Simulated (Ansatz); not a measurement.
# Gate voltage at the highest density: Mo2COS MXene monolayer

A layer charged from two gates alike needs a voltage that grows with the carrier density; the slope is e over the total capacitance.

How it was computed: Ansatz 0.2.0, plane waves with PAW datasets (its set soft_2), PBE-D3(BJ); isolated slab, charged sheets 4 Å from the outer atoms behind model barriers, atoms held, Fermi-Dirac smearing of 0.02585 eV. The voltage is that of the gates (their mean) against the layer's Fermi level, from the uncharged case, which has no gap over 0.05 eV.

```tsv
run	added electrons (10¹³ per cm²)	gate voltage (V)
run 1	−1.00	−0.30
run 2	−2.00	−0.60
run 3	−4.00	−1.20
run 4	−7.00	−2.11
run 5	−11.00	?
```

Q: Estimate the withheld value from the rows shown.

A least-squares line through the 4 rows shown has slope 0.3017 and intercept 0.0035; no row lies more than 0.01 V off it. The capacitance is 1.602/0.3017 = 5.31 µF/cm², against 4.43 µF/cm² for plates 4 Å apart in vacuum on both sides; it is the larger, as where the added charge has its centre outside the outer atoms (not examined here). At −11.00 it gives 0.3017 × (−11.00) + 0.0035 = −3.32 V, beyond the rows fitted. Rounding and scatter of the rows alone allow about ±0.012 V there.

The run itself gives −3.33 V: a miss of −0.01 V, or 0.3 % of the value. The line holds within the rounding of the rows.

Caveats: The gates are model sheets, not atoms, and low densities sample few k-points.

[Logs are printed without paths, hosts, clocks, repeated set-up lines and the standing remarks that a program may print on its own settings, such as how far it seeks lower states.]
